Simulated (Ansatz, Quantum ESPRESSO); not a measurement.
# CsH (Pm-3m): the LO frequency by hand

How high does the longitudinal optical mode of CsH (Pm-3m) lie, given the transverse one, the Born charge and ε∞?

Main program and level: Quantum ESPRESSO 7.5; DFT LDA, scalar-relativistic, plane waves, JTH PAW pseudopotentials.

## 1. The relaxed structure

Symmetry: Pm-3m, No. 221, cubic system. The conventional cell has a = 3.625 Å, b = 3.625 Å, c = 3.625 Å, α = 90.00°, β = 90.00°, γ = 90.00°. Nearest to Cs lie 8 H at 3.14 Å. Nearest to H lie 8 Cs at 3.14 Å. Farther neighbours are not listed.

This is the cell after its relaxation at this level of theory, not the database cell from which that began.

## 2. What the response run gave

A linear-response run on the relaxed cell, with the response to an electric field; only its zone-centre results are used. Cutoff 40 Ry, k mesh 6×6×6.

What it wrote:

```text
[banners, grids, parts of the stress and lines that vanish by symmetry left out]
Program PHONON v.7.5
     Reading xml data from directory:

[...]
Exchange-correlation= PW
                           (   1   4   0   0   0   0   0)
[...]
kinetic-energy cut-off    =      40.0000  Ry
     charge density cut-off    =     200.0000  Ry
     convergence threshold     =      1.0E-18
[...]
Exchange-correlation= PW
                           (   1   4   0   0   0   0   0)
[...]
q = (   0.0000000   0.0000000   0.0000000 )
     49 Sym.Ops. (with q -> -q+G )
     G cutoff =  237.7102  (  15419 G-vectors)     FFT grid: ( 32, 32, 32)
     G cutoff =  190.1682  (  11067 G-vectors)  smooth grid: ( 27, 27, 27)
     number of k points=    20
[...]
Mode symmetry, O_h (m-3m)  point group:
[...]
Dielectric constant
[...]
End of electric fields calculation
          Dielectric constant in cartesian axis
          (       4.306123335       0.000000000       0.000000000 )
          (       0.000000000       4.306123335       0.000000000 )
          (       0.000000000       0.000000000       4.306123335 )
          Effective charges (d Force / dE) in cartesian axis without acoustic sum rule applied (asr)
           atom    1  Cs    Mean Z*:        1.17622
      Ex  (        1.17622        0.00000        0.00000 )
      Ey  (        0.00000        1.17622        0.00000 )
      Ez  (        0.00000        0.00000        1.17622 )
           atom    2  H     Mean Z*:       -1.18027
      Ex  (       -1.18027        0.00000        0.00000 )
      Ey  (        0.00000       -1.18027        0.00000 )
      Ez  (        0.00000        0.00000       -1.18027 )
          Effective charges Sum: Mean:       -0.00404
[...]
Effective charges (d Force / dE) in cartesian axis with asr applied:
           atom    1  Cs    Mean Z*:        1.17824
[...]
atom    2  H     Mean Z*:       -1.17824
[...]
Representation #   1 modes #   1   2   3
[...]
End of self-consistent calculation
     Convergence has been achieved
     Representation #   2 modes #   4   5   6
[...]
End of self-consistent calculation
     Convergence has been achieved
[...]
Dielectric constant in cartesian axis
          (       4.306123335       0.000000000       0.000000000 )
          (       0.000000000       4.306123335       0.000000000 )
          (       0.000000000       0.000000000       4.306123335 )
          Effective charges (d Force / dE) in cartesian axis without acoustic sum rule applied (asr)
           atom    1  Cs    Mean Z*:        1.17622
      Ex  (        1.17622        0.00000        0.00000 )
      Ey  (        0.00000        1.17622        0.00000 )
      Ez  (        0.00000        0.00000        1.17622 )
           atom    2  H     Mean Z*:       -1.18027
      Ex  (       -1.18027        0.00000        0.00000 )
      Ey  (        0.00000       -1.18027        0.00000 )
      Ez  (        0.00000        0.00000       -1.18027 )
          Effective charges Sum: Mean:       -0.00404
[...]
Effective charges (d Force / dE) in cartesian axis with asr applied:
           atom    1  Cs    Mean Z*:        1.17824
[...]
atom    2  H     Mean Z*:       -1.17824
[...]
q = (    0.000000000   0.000000000   0.000000000 )
[...]
freq (    1) =       0.148300 [THz] =       4.946746 [cm-1]
     freq (    2) =       0.148300 [THz] =       4.946746 [cm-1]
     freq (    3) =       0.148300 [THz] =       4.946746 [cm-1]
     freq (    4) =      12.886494 [THz] =     429.847161 [cm-1]
     freq (    5) =      12.886494 [THz] =     429.847161 [cm-1]
     freq (    6) =      12.886494 [THz] =     429.847161 [cm-1]
[...]
Mode symmetry, O_h (m-3m)  point group:
     freq (   1-   3) =          4.9  [cm-1]   --> T_1u G_15  G_4- I
     freq (   4-   6) =        429.8  [cm-1]   --> T_1u G_15  G_4- I

   JOB DONE.
```

| quantity | value |
| --- | --- |
| cell volume Ω (Å³) | 47.629 |
| mass of Cs (u) | 132.905 |
| mass of H (u) | 1.008 |
| Born charge of Cs, raw (e) | 1.176 |
| Born charge of H, raw (e) | -1.180 |
| ε∞ | 4.306 |
| ω(TO) after the sum rule (cm⁻¹) | 429.8 |

## 3. The calculation

The charges must sum to zero over the cell; taking off their mean, -0.002 e, leaves Z* = 1.178 e on Cs. In the polar mode Cs moves against H, so the reduced mass is μ = 132.91 × 1.01 / 133.91 = 1.000 u.

A longitudinal wave builds up a field that adds to the restoring force: ω(LO)² = ω(TO)² + 4π Z*² / (μ Ω ε∞), in Hartree atomic units. With μ = 1824 electron masses and Ω = 321.42 bohr³ the second term is 6.9119e-06 Ha², or 332938 cm⁻² (1 Ha = 219474.6 cm⁻¹).

So ω(LO) = √(184754 + 332938) = 719.5 cm⁻¹, and by the Lyddane-Sachs-Teller relation ε₀ = ε∞ (ω(LO)/ω(TO))² = 12.07.

## 4. Check against the program

The analysis program adds the same non-analytic term to the full matrix, here for q along (1 0 0).

What it wrote:

```text
[banner, memory and clock lines left out]
Program DYNMAT v.7.5

     Reading Dynamical Matrix from file g.dyn
     ...Force constants read
     ...epsilon and Z* read

     Polarizability (A^3 units)
     multiply by 0.475728 for Clausius-Mossotti correction
        12.530806    0.000000    0.000000
         0.000000   12.530806    0.000000
         0.000000    0.000000   12.530806

     IR activities are in (D/A)^2/amu units

# mode   [cm-1]    [THz]      IR
    1     -0.00   -0.0000    0.0000
    2      0.00    0.0000    0.0000
    3      0.00    0.0000    0.0000
    4    429.83   12.8860   32.0155
    5    429.83   12.8860   32.0155
    6    719.50   21.5702   32.0155
```

ε₀ comes from the program's run without a direction of q.

| quantity | by hand | program |
| --- | --- | --- |
| ω(LO) (cm⁻¹) | 719.5 | 719.5 |
| ε₀ | 12.07 | 12.07 |

## 5. Outcome

```yaml
to_mode: 429.8 cm⁻¹
lo_mode: 719.5 cm⁻¹
static_dielectric_constant: 12.07
```

What this shows: The LO mode of CsH (Pm-3m) lies at 720 cm⁻¹, 290 cm⁻¹ above the TO mode; the formula meets the program within 0.1 cm⁻¹, as it must for a cubic crystal with one polar mode. ω(LO)² − ω(TO)² goes with Z*²/ε∞: an error of 5 % in ε∞ would move the LO mode by 11.1 cm⁻¹, and semilocal functionals tend to overestimate ε∞. These are harmonic values at zero temperature, at the volume of this functional, for the structure held cubic; stability elsewhere in the zone is no part of this calculation.

[Host names and launcher messages were left out of these logs when they were recorded.]

[Logs are printed without paths, hosts, clocks, repeated set-up lines and the standing remarks that a program may print on its own settings, such as how far it seeks lower states.]

[Hosts, paths, dates, database ids (printed as entryN), source tags and the programs' standing remarks are cut or masked in the printed files.]
